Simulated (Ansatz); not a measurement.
# Elastic response of random zinc-blende (Al, Ga, In)P solid solution (64 atoms): runs compared

Aim: relax random zinc-blende (Al, Ga, In)P solid solution (64 atoms), then change its volume and shape to read moduli from the stress.

Computed with Ansatz 0.2.0: Kohn-Sham DFT, PBE, PAW (set soft_1), plane waves.

## Step 1: The cell as built

The cell holds 64 atoms: 14 Ga, 32 P, 8 In and 10 Al. Cell: a = 11.130 Å, b = 11.130 Å, c = 11.130 Å, α = 90.0°, β = 90.0°, γ = 90.0°. It derives from AlP and InP and GaP. Zinc-blende lattice (a = 5.565 Å, the mean of the end members), 2 x 2 x 2 cells, metal sites filled at random with 10 Al, 14 Ga, 8 In; not relaxed, displaced by a Gaussian of 0.02 Å.

Limits known from the start: Only the Γ point is sampled.

## Step 2: The reference run

The reference is a single point at the end of the relaxation.

Every strained cell starts from the geometry of this run, and its atoms are relaxed with the cell held.

Its input, with most atom lines left out:

```yaml
crystal:
  lattice:
    - [11.26082, 0.00258, -9.0e-05]
    - [0.00258, 11.24546, -0.00282]
    - [-9.0e-05, -0.00282, 11.23706]
  atoms:
    - { symbol: Ga, position: [0.99264, 0.99723, 0.00067] }
    - { symbol: P, position: [0.12274, 0.11008, 0.1259] }
    - { symbol: In, position: [0.99569, 0.24995, 0.25073] }
    - { symbol: P, position: [0.12391, 0.38741, 0.37679] }
    - { symbol: Al, position: [0.24993, 0.99812, 0.25113] }
    - { symbol: P, position: [0.38179, 0.11795, 0.36764] }
    - { symbol: In, position: [0.25169, 0.24994, 0.00261] }
    [... atom lines 8 to 64 left out ...]
kpoints:
  mp_grid: { grid: [1, 1, 1] }
hamiltonian:
  xc: pbe
  pseudopotentials: { kind: paw, azcp: { folder: soft_1 } }
scf:
  occupations: { method: fixed }
output:
  forces: true
  stress: true
  populations: true
  dos:
    method: { smearing: { sigma: 0.15 } }
    de: 0.1
    projected: { site_lists: { Al: [Al], Ga: [Ga], In: [In], P: [P] } }
  eigenvalues: true
  write_density: true
  write_potential: true
  volumetric_format: npy
```

| Item | Value |
| --- | --- |
| free energy per atom | -1989.4683 eV/atom |
| r.m.s. force component | 0.00252 eV/Å |
| pressure | 0.01185 GPa |

Filled and empty levels are parted by 1.43 eV at Γ alone; the mesh holds the band edges only if they fold onto it, so the gap at this level can be narrower or closed, while semilocal functionals tend to narrow gaps against experiment.

## Step 3: The runs

Each row is one run, on 4 threads of Arm Neoverse V2, shared host. The free energy is the program's total, comparable only between runs with the same functional, potentials and atoms.

| run | atoms | outcome | ionic steps, all passes | free energy (eV) | time | host memory (GiB) |
| --- | --- | --- | --- | --- | --- | --- |
| Single point at the start | 64 | converged | - | -127322.332 | 10 s | 1.4 |
| Cell and atoms relaxed | 64 | converged | 5 | -127325.973 | 46 s | 1.5 |
| Single point at the relaxed geometry | 64 | converged | - | -127325.973 | 20 s | 1.6 |
| Volume -3 % | 64 | converged | 2 | -127325.654 | 24 s | 1.5 |
| Volume +3 % | 64 | converged | 2 | -127325.692 | 24 s | 1.6 |
| Volume -6 % | 64 | converged | 2 | -127324.635 | 26 s | 1.5 |
| Volume +6 % | 64 | converged | 2 | -127324.907 | 27 s | 1.7 |
| Volume -10 % | 64 | converged | 2 | -127321.969 | 25 s | 1.5 |
| Stretched by 1 % along x | 64 | converged | 2 | -127325.923 | 24 s | 1.6 |
| Compressed by 1 % along x | 64 | converged | 2 | -127325.920 | 24 s | 1.6 |
| Sheared by 2 % in xy | 64 | converged | 3 | -127325.872 | 36 s | 1.6 |

In some runs the program notes that the SCF threshold is loose for the stress.

## Step 4: Pressure against volume

Atoms are relaxed at each volume, in the scaled cell.

| volume change (%) | volume (Å³/atom) | energy change (meV/atom) | pressure (GPa) | largest move on relaxing (Å) | bonds | gap (eV) |
| --- | --- | --- | --- | --- | --- | --- |
| -10 | 20.011 | 62.56 | 9.89 | 0.02 | 128 | 1.39 |
| -6 | 20.900 | 20.90 | 5.29 | 0.01 | 128 | 1.49 |
| -3 | 21.567 | 4.98 | 2.45 | 0.00 | 128 | 1.55 |
| +0 | 22.234 | 0.00 | 0.01 | - | 128 | 1.43 |
| +3 | 22.901 | 4.40 | -2.06 | 0.00 | 128 | 1.26 |
| +6 | 23.568 | 16.66 | -3.80 | 0.01 | 128 | 1.09 |

## Step 5: Uniaxial strain and shear

Stress (GPa, compression positive) less that of the relaxed cell, atoms relaxed:

| strain | xx | yy | zz | xy | energy change (meV/atom) |
| --- | --- | --- | --- | --- | --- |
| stretched by 1 % along x | -1.150 | -0.525 | -0.526 | -0.002 | 0.78 |
| compressed by 1 % along x | 1.171 | 0.566 | 0.567 | 0.002 | 0.82 |
| sheared by 2 % in xy | 0.009 | 0.009 | -0.006 | -1.141 | 1.58 |

## Step 6: What came out

The bulk modulus, from the slope of pressure against ln V over the three points nearest the relaxed volume, is 75.2 GPa; a quadratic over all points gives a pressure derivative of about 4.7. The gap goes from 1.39 eV at the smallest volume to 1.09 eV at the largest, not monotonically (lowest 1.09, highest 1.55 eV), on the run's k-points. In the Cartesian axes of the cell, finite differences give C11 = 116, C12 = 54.6, C13 = 54.6 and C66 = 57.0 GPa (the shear of 2 % is the engineering strain, εxy = 0.01). The mean of C11, C12 and C13, which equals the bulk modulus in a cubic or isotropic solid, is 75.1 GPa: it agrees with the bulk modulus within 10 %.

Caveats: Strains are finite and relaxations stop at the force tolerance of the input, which can leave moduli too stiff; they are those of a static cell at zero temperature. Volumes are changed with the cell's shape held, so in an anisotropic solid the modulus lies over the one under free hydrostatic load. The program notes that the SCF threshold of the relaxations is loose for the stress. The host structure and its lattice constant were typed by rule, without a check against the phase diagram.

The DFT runs together took 4.8 min of wall time.

[Logs are printed without paths, hosts, clocks, repeated set-up lines and the standing remarks that a program may print on its own settings, such as how far it seeks lower states.]

[Hosts, paths, dates, database ids (printed as entryN), source tags and the programs' standing remarks are cut or masked in the printed files.]
